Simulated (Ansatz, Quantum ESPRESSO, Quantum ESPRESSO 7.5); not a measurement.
## Ballistic transmission: vacuum gap of 6.0 Å between two Pt(100) faces

Aim: the zero-bias transmission with pwcond for this junction: vacuum gap of 6.0 Å between two Pt(100) faces.

Program: Quantum ESPRESSO 7.5. Level of theory: plane-wave DFT, LDA, GBRV ultrasoft pseudopotentials (cross-check by Ansatz 0.2.0 with PAW datasets). Results are calculated unless marked as measured.

## Step 1: Set-up

The cell holds 16 atoms: 16 Pt. Its edges and angles: a = 2.807 Å, b = 2.807 Å, c = 35.775 Å, α = 90.0°, β = 90.0°, γ = 90.0°. It derives from Pt. Regions: left lead, 8 atoms (8 Pt); right lead, 8 atoms (8 Pt). The structure is stacked along c, and the current runs across the ab planes.

## Step 2: Self-consistent run

One periodic cell holds a stretch of lead, the junction and more lead; the atoms stay as built.

scf.in

```
&control
  prefix = 'scf'
  outdir = './out'
  pseudo_dir = './pseudo'
  calculation = 'scf'
  tprnfor = .true.
/
&system
  ibrav = 0
  nat = 16
  ntyp = 1
  ecutwfc = 40
  ecutrho = 200
  occupations = 'smearing'
  smearing = 'mv'
  degauss = 0.01
/
&electrons
  conv_thr = 1e-07
  mixing_beta = 0.25
  electron_maxstep = 120
  mixing_mode = 'local-TF'
/
ATOMIC_SPECIES
  Pt  195.0840  pt_lda_v1.4.uspp.F.UPF
CELL_PARAMETERS angstrom
  2.80721392131059 0.00000000000000 0.00000000000000
  0.00000000000000 2.80721392131059 0.00000000000000
  0.00000000000000 0.00000000000000 35.77500000000000
ATOMIC_POSITIONS crystal
  Pt  0.000000000000 0.000000000000 0.000000000000
  Pt  0.500000000000 0.500000000000 0.055485674354
  Pt  0.000000000000 0.000000000000 0.110971348707
  Pt  0.500000000000 0.500000000000 0.166457023061
  Pt  0.000000000000 0.000000000000 0.221942697414
  Pt  0.500000000000 0.500000000000 0.277428371768
  Pt  0.000000000000 0.000000000000 0.332914046122
  Pt  0.500000000000 0.500000000000 0.388399720475
  Pt  0.000000000000 0.000000000000 0.556114605171
  Pt  0.500000000000 0.500000000000 0.611600279525
  Pt  0.000000000000 0.000000000000 0.667085953878
  Pt  0.500000000000 0.500000000000 0.722571628232
  Pt  0.000000000000 0.000000000000 0.778057302586
  Pt  0.500000000000 0.500000000000 0.833542976939
  Pt  0.000000000000 0.000000000000 0.889028651293
  Pt  0.500000000000 0.500000000000 0.944514325646
K_POINTS automatic
  8 8 1 0 0 0
```

Started as:

```
OMP_NUM_THREADS=1 mpirun -n 4 pw.x -nk 4 -in scf.in > scf.out
```

Output:

```text
Program PWSCF v.7.5 starts
[citation notice left out]

     Parallel version (MPI & OpenMP), running on       4 processor cores
     Number of MPI processes:                 4
     Threads/MPI process:                     1

     MPI processes distributed on     1 nodes
[...]
Current dimensions of program PWSCF are:
     Max number of different atomic species (ntypx) = 10
     Max number of k-points (npk) =  40000
     Max angular momentum in pseudopotentials (lmaxx) =  4
     Message from routine setup:
     using ibrav=0 with symmetry is DISCOURAGED, use correct ibrav instead

     K-points division:     npool     =       4
     Subspace diagonalization in iterative solution of the eigenvalue problem:
     a serial algorithm will be used

     G-vector sticks info
     --------------------
     sticks:   dense  smooth     PW     G-vecs:    dense   smooth      PW
     Sum         437     357    113                90693    65029   11723

     Using Slab Decomposition

     bravais-lattice index     =            0
     lattice parameter (alat)  =       5.3049  a.u.
     unit-cell volume          =    1902.5114 (a.u.)^3
     number of atoms/cell      =           16
     number of atomic types    =            1
     number of electrons       =       256.00
     number of Kohn-Sham states=          154
     kinetic-energy cutoff     =      40.0000  Ry
     charge density cutoff     =     200.0000  Ry
     scf convergence threshold =      1.0E-07
     mixing beta               =       0.2500
     number of iterations used =            8  local-TF  mixing
     Exchange-correlation=  SLA  PZ   NOGX NOGC
                           (   1   1   0   0   0   0   0)

     celldm(1)=   5.304865  celldm(2)=   0.000000  celldm(3)=   0.000000
     celldm(4)=   0.000000  celldm(5)=   0.000000  celldm(6)=   0.000000

     crystal axes: (cart. coord. in units of alat)
               a(1) = (   1.000000   0.000000   0.000000 )
               a(2) = (   0.000000   1.000000   0.000000 )
               a(3) = (   0.000000   0.000000  12.743952 )

     reciprocal axes: (cart. coord. in units 2 pi/alat)
               b(1) = (  1.000000  0.000000  0.000000 )
               b(2) = (  0.000000  1.000000  0.000000 )
               b(3) = (  0.000000  0.000000  0.078469 )

     PseudoPot. # 1 for Pt read from file:
     ./pseudo/pt_lda_v1.4.uspp.F.UPF
     Pseudo is Ultrasoft + core correction, Zval = 16.0
     Generated by new atomic code, or converted to UPF format
     Using radial grid of  985 points,  6 beta functions with:
                l(1) =   0
                l(2) =   0
                l(3) =   1
                l(4) =   1
                l(5) =   2
                l(6) =   2
     Q(r) pseudized with  8 coefficients,  rinner =    1.300   1.300   1.300
                                                       1.300   1.300

     atomic species   valence    mass     pseudopotential
     Pt               16.00   195.08400     Pt( 1.00)

      8 Sym. Ops. (no inversion) found

   Cartesian axes

     site n.     atom                  positions (alat units)
         1        Pt     tau(   1) = (   0.0000000   0.0000000   0.0000000  )
         2        Pt     tau(   2) = (   0.5000000   0.5000000   0.7071068  )
         3        Pt     tau(   3) = (   0.0000000   0.0000000   1.4142136  )
         4        Pt     tau(   4) = (   0.5000000   0.5000000   2.1213203  )
         5        Pt     tau(   5) = (   0.0000000   0.0000000   2.8284271  )
         6        Pt     tau(   6) = (   0.5000000   0.5000000   3.5355339  )
         7        Pt     tau(   7) = (   0.0000000   0.0000000   4.2426407  )
         8        Pt     tau(   8) = (   0.5000000   0.5000000   4.9497475  )
         9        Pt     tau(   9) = (   0.0000000   0.0000000   7.0870979  )
        10        Pt     tau(  10) = (   0.5000000   0.5000000   7.7942047  )
        11        Pt     tau(  11) = (   0.0000000   0.0000000   8.5013115  )
        12        Pt     tau(  12) = (   0.5000000   0.5000000   9.2084183  )
        13        Pt     tau(  13) = (   0.0000000   0.0000000   9.9155251  )
        14        Pt     tau(  14) = (   0.5000000   0.5000000  10.6226318  )
        15        Pt     tau(  15) = (   0.0000000   0.0000000  11.3297386  )
        16        Pt     tau(  16) = (   0.5000000   0.5000000  12.0368454  )

     number of k points=    15  Marzari-Vanderbilt smearing, width (Ry)=  0.0100
                       cart. coord. in units 2pi/alat
        k(    1) = (   0.0000000   0.0000000   0.0000000), wk =   0.0312500
        k(    2) = (   0.0000000   0.1250000   0.0000000), wk =   0.1250000
        k(    3) = (   0.0000000   0.2500000   0.0000000), wk =   0.1250000
        k(    4) = (   0.0000000   0.3750000   0.0000000), wk =   0.1250000
        k(    5) = (   0.0000000  -0.5000000   0.0000000), wk =   0.0625000
        k(    6) = (   0.1250000   0.1250000   0.0000000), wk =   0.1250000
        k(    7) = (   0.1250000   0.2500000   0.0000000), wk =   0.2500000
        k(    8) = (   0.1250000   0.3750000   0.0000000), wk =   0.2500000
        k(    9) = (   0.1250000  -0.5000000   0.0000000), wk =   0.1250000
        k(   10) = (   0.2500000   0.2500000   0.0000000), wk =   0.1250000
[...]
k(   15) = (  -0.5000000  -0.5000000   0.0000000), wk =   0.0312500

     Dense  grid:    90693 G-vectors     FFT dimensions: (  24,  24, 320)

     Smooth grid:    65029 G-vectors     FFT dimensions: (  24,  24, 288)

     Estimated max dynamical RAM per process >     302.14 MB

     Estimated total dynamical RAM >       1.12 GB

     Initial potential from superposition of free atoms

     starting charge     247.9999, renormalised to     256.0000

     negative rho (up, down):  3.034E+00 0.000E+00
     Starting wfcs are  192 randomized atomic wfcs

     total cpu time spent up to now is        5.6 secs

     per-process dynamical memory:   175.6 Mb

     Self-consistent Calculation

     iteration #  1     ecut=    40.00 Ry     beta= 0.25
     Davidson diagonalization with overlap
     ethr =  1.00E-02,  avg # of iterations =  3.3

     negative rho (up, down):  2.885E+00 0.000E+00

     total cpu time spent up to now is       20.0 secs

     total energy              =   -3375.17605217 Ry
     estimated scf accuracy    <      31.30918049 Ry

     iteration #  2     ecut=    40.00 Ry     beta= 0.25
[...]
negative rho (up, down):  2.668E+00 0.000E+00

[...]
total energy              =   -3371.94650381 Ry
     estimated scf accuracy    <      13.26109967 Ry

[...]
-34.4903 -34.4879 -34.4867 -34.4802 -34.4761 -34.4743 -34.4655 -34.4649
   -34.4563 -34.4536 -34.0440 -34.0439 -33.9326 -33.9326 -33.8477 -33.8477
     9.6865   9.7832   9.9446  10.1694  10.4358  10.7294  11.0380  11.3457
    11.6290  11.8624  12.0207  12.1010  12.1235  12.1296  12.5343  12.5360
    12.8905  12.9541  13.0653  13.2357  13.4471  13.6842  13.8760  13.9222
    13.9392  14.0344  14.0962  14.1441  14.1708  14.2621  14.2711  14.3783
    14.3873  14.5062  14.5335  14.6585  14.6806  14.7718  14.7988  14.8156
    14.8177  14.8445  14.8504  14.8635  14.8708  14.8777  14.9416  14.9523
    14.9541  14.9836  15.0444  15.1016  15.1807  15.2619  15.3546  15.5558
    15.7318  15.7377  15.7739  15.9580  16.0478  16.1306  16.2921  16.3668
    16.5443  16.6297  16.6938  16.7076  16.7587  16.7896  16.8093  16.8866
    16.8910  16.9026  16.9588  17.0998  17.2874  17.3102  17.4920  17.6978
    17.7748  17.8903  17.9210  18.0336  18.0477  18.1350  18.1544  18.2069
    18.2126  18.4467  19.1403  20.0322  20.8166  21.8690  22.5412  23.4647
    23.8730  23.9190  24.2570  24.5062  24.9892  25.7173  26.0498  26.6962
    27.1035  27.8611

          k = 0.0000 0.3750 0.0000 (  8126 PWs)   bands (ev):

   -34.8373 -34.8363 -34.8308 -34.8284 -34.8179 -34.8161 -34.7872 -34.7848
   -34.7603 -34.7548 -34.7274 -34.7273 -34.7044 -34.6902 -34.6755 -34.6553
   -34.6358 -34.6123 -34.5909 -34.5705 -34.5605 -34.5605 -34.5575 -34.5544
   -34.5401 -34.5388 -34.5342 -34.5263 -34.5252 -34.5199 -34.5139 -34.5091
   -34.5082 -34.5027 -34.4999 -34.4996 -34.4914 -34.4847 -34.4713 -34.4705
   -34.4648 -34.4648 -34.1152 -34.1152 -33.9275 -33.9275 -33.8424 -33.8424
    10.9706  10.9764  11.0155  11.0369  11.0865  11.1178  11.1705  11.2935
    11.4567  11.6489  11.8642  12.0972  12.3362  12.5446  12.7779  12.7845
    13.5920  13.5989  13.6409  13.6774  13.7647  13.8856  13.9181  14.0773
    14.2006  14.2366  14.3207  14.3866  14.4769  14.5251  14.5490  14.5585
    14.5597  14.5773  14.5801  14.6137  14.6307  14.6326  14.6351  14.6629
    14.7584  14.7608  14.8342  14.9101  14.9432  14.9482  15.0219  15.0786
    15.1660  15.1744  15.3063  15.3240  15.4169  15.4269  15.6199  15.6378
    15.6909  15.6928  15.8958  15.9206  15.9500  15.9515  16.1578  16.3869
    16.5970  16.6088  16.6586  16.9388  17.2152  17.2659  17.4743  17.4935
    17.5543  17.5714  17.6991  17.7155  17.7416  17.8302  17.8881  17.9199
    17.9282  17.9642  18.0246  18.0509  18.0538  18.0925  18.1012  18.1124
    18.4971  19.2929  20.1057  21.0291  21.6118  21.6780  21.7484  21.9008
    22.6959  22.8160  23.6491  23.6638  24.2491  24.3348  24.8609  25.2067
    25.9436  25.9981

          k = 0.0000-0.5000 0.0000 (  8102 PWs)   bands (ev):

   -34.8613 -34.8613 -34.8531 -34.8531 -34.8404 -34.8404 -34.8096 -34.8096
   -34.7802 -34.7802 -34.7546 -34.7546 -34.7324 -34.7324 -34.6359 -34.6359
   -34.6134 -34.6134 -34.5929 -34.5929 -34.5728 -34.5728 -34.5510 -34.5510
   -34.5488 -34.5488 -34.5213 -34.5213 -34.5212 -34.5212 -34.5103 -34.5103
   -34.5072 -34.5072 -34.5013 -34.5013 -34.4906 -34.4906 -34.4894 -34.4894
   -34.4645 -34.4645 -34.1441 -34.1441 -33.9254 -33.9254 -33.8404 -33.8404
    11.0708  11.0708  11.1594  11.1594  11.3089  11.3089  11.5246  11.5246
    11.7820  11.7820  12.0621  12.0621  12.3266  12.3266  12.8279  12.8279
    13.7762  13.7762  13.9791  13.9791  14.0735  14.0735  14.0826  14.0826
    14.1870  14.1870  14.2256  14.2256  14.3220  14.3220  14.3465  14.3465
    14.3933  14.3933  14.4235  14.4235  14.4993  14.4993  14.6267  14.6267
    14.6360  14.6360  14.8143  14.8143  14.9318  14.9318  15.0381  15.0381
    15.2813  15.2813  15.3541  15.3541  15.5159  15.5159  15.8673  15.8673
    15.8882  15.8882  16.4754  16.4754  16.5197  16.5197  16.7898  16.7898
    17.0837  17.0837  17.0929  17.0929  17.3926  17.3926  17.6548  17.6548
    17.7873  17.7873  17.8545  17.8545  17.9945  17.9945  18.0660  18.0660
    18.2398  18.2398  18.7634  18.7634  19.1632  19.1632  19.4573  19.4573
    19.6425  19.6425  19.7508  19.7508  19.7990  19.7990  19.8333  19.8333
    22.1715  22.1715  23.6471  23.6471  23.9855  23.9855  24.5595  24.5595
    25.2346  25.2346

          k = 0.1250 0.1250 0.0000 (  8215 PWs)   bands (ev):

   -34.8129 -34.8122 -34.8010 -34.7761 -34.7582 -34.7375 -34.7104 -34.6821
   -34.6531 -34.6419 -34.6417 -34.6266 -34.6222 -34.6067 -34.6010 -34.5998
   -34.5910 -34.5904 -34.5882 -34.5758 -34.5653 -34.5612 -34.5565 -34.5468
   -34.5367 -34.5356 -34.5272 -34.5195 -34.5152 -34.5043 -34.5039 -34.4983
   -34.4919 -34.4914 -34.4866 -34.4824 -34.4692 -34.4689 -34.4647 -34.4640
   -34.4614 -34.4582 -33.9689 -33.9689 -33.9681 -33.9681 -33.8511 -33.8511
     8.9855   9.1183   9.3406   9.6518  10.0279  10.4530  10.9099  11.3716
    11.7811  11.9168  11.9812  12.0322  12.1127  12.1481  12.2896  12.3375
    12.4205  12.5456  12.6000  12.6011  12.6955  12.8615  13.0419  13.2313
    13.4211  13.6007  13.7589  13.8799  13.9420  13.9589  13.9611  14.3704
    14.3989  14.5367  14.6016  14.7764  14.7797  14.7826  14.7831  14.8476
    14.8498  14.8521  14.8659  14.8866  14.8868  14.9229  14.9703  15.1363
    15.1566  15.3693  15.5202  15.6561  15.8068  15.8447  15.8696  15.9280
    15.9376  15.9840  15.9954  16.0046  16.0734  16.2134  16.2327  16.2335
    16.3433  16.3993  16.6450  16.7077  16.7169  16.7244  16.7741  16.8814
    16.9268  17.1123  17.1285  17.1290  17.2770  17.2778  17.3703  17.4379
    17.4800  17.4925  17.5869  17.8330  17.8397  18.0977  18.1155  18.3220
    18.4479  18.4765  18.8737  19.4402  19.9953  20.8091  21.3522  22.2471
    22.4975  25.1732  25.6705  26.7398  27.0849  28.2359  28.5915  28.6419
    28.8862  29.3503

[...]
the Fermi energy is    18.0287 ev

!    total energy              =   -3372.61461114 Ry
     estimated scf accuracy    <       0.00000005 Ry
     smearing contrib. (-TS)   =      -0.00030512 Ry
     internal energy E=F+TS    =   -3372.61430602 Ry

     The total energy is F=E-TS. E is the sum of the following terms:
     one-electron contribution =   -4599.58021766 Ry
     hartree contribution      =    2493.07326785 Ry
     xc contribution           =    -907.56604907 Ry
     ewald contribution        =    -358.54130713 Ry

     convergence has been achieved in  16 iterations

     negative rho (up, down):  2.819E+00 0.000E+00

     Forces acting on atoms (cartesian axes, Ry/au):

     atom    1 type  1   force =     0.00000000    0.00000000    0.00113395
     atom    2 type  1   force =     0.00000000    0.00000000   -0.00150935
     atom    3 type  1   force =     0.00000000    0.00000000    0.00044176
     atom    4 type  1   force =     0.00000000    0.00000000   -0.00090783
     atom    5 type  1   force =     0.00000000    0.00000000    0.00192908
     atom    6 type  1   force =     0.00000000    0.00000000    0.00155138
     atom    7 type  1   force =     0.00000000    0.00000000    0.01275460
     atom    8 type  1   force =     0.00000000    0.00000000   -0.04757228
     atom    9 type  1   force =     0.00000000    0.00000000    0.04758304
     atom   10 type  1   force =     0.00000000    0.00000000   -0.01276653
     atom   11 type  1   force =     0.00000000    0.00000000   -0.00155861
     atom   12 type  1   force =     0.00000000    0.00000000   -0.00192236
     atom   13 type  1   force =     0.00000000    0.00000000    0.00092019
     atom   14 type  1   force =     0.00000000    0.00000000   -0.00045262
     atom   15 type  1   force =     0.00000000    0.00000000    0.00149941
     atom   16 type  1   force =     0.00000000    0.00000000   -0.00112383

     Total force =     0.069816     Total SCF correction =     0.001494

[...]
=------------------------------------------------------------------------------=
   JOB DONE.
=------------------------------------------------------------------------------=
```

Elapsed: 3.2 min, on 4 MPI ranks of Arm Neoverse V2, shared host; peak memory 1.3 GiB.

Numbers from this step:

- free energy: -45886.7594 eV
- Fermi energy: 18.03 eV

The program's own clock; routines nest. Time by routine:

```tsv
routine	wall time (s)	calls
PWSCF	192.9	1
electrons	185.2	1
c_bands	159.9	16
cegterg	150	64
h_psi	80.13	193
fftw	53.46	52042
vloc_psi	47.98	193
calbec	24.65	273
sum_band	20.88	16
add_vuspsi	15.67	193
s_psi	15.64	193
h_psi:calbec	15.6	193
init_run	5.27	1
cdiaghg	5.13	189
```

The run needed 16 iterations to bring the estimated error under 1e-07 Ry; the largest force on any atom, held or free, is 1.22 eV/Å.

[end of part 1 of 5]

[Logs are printed without paths, hosts, clocks, repeated set-up lines and the standing remarks that a program may print on its own settings, such as how far it seeks lower states.]

[Hosts, paths, dates, database ids (printed as entryN), source tags and the programs' standing remarks are cut or masked in the printed files.]

[Maps of the electrostatic potential energy from Ansatz leave out the sawtooth potential of an applied field or a dipole correction, so their vacuum need not be flat; planar profiles and work functions include it.]
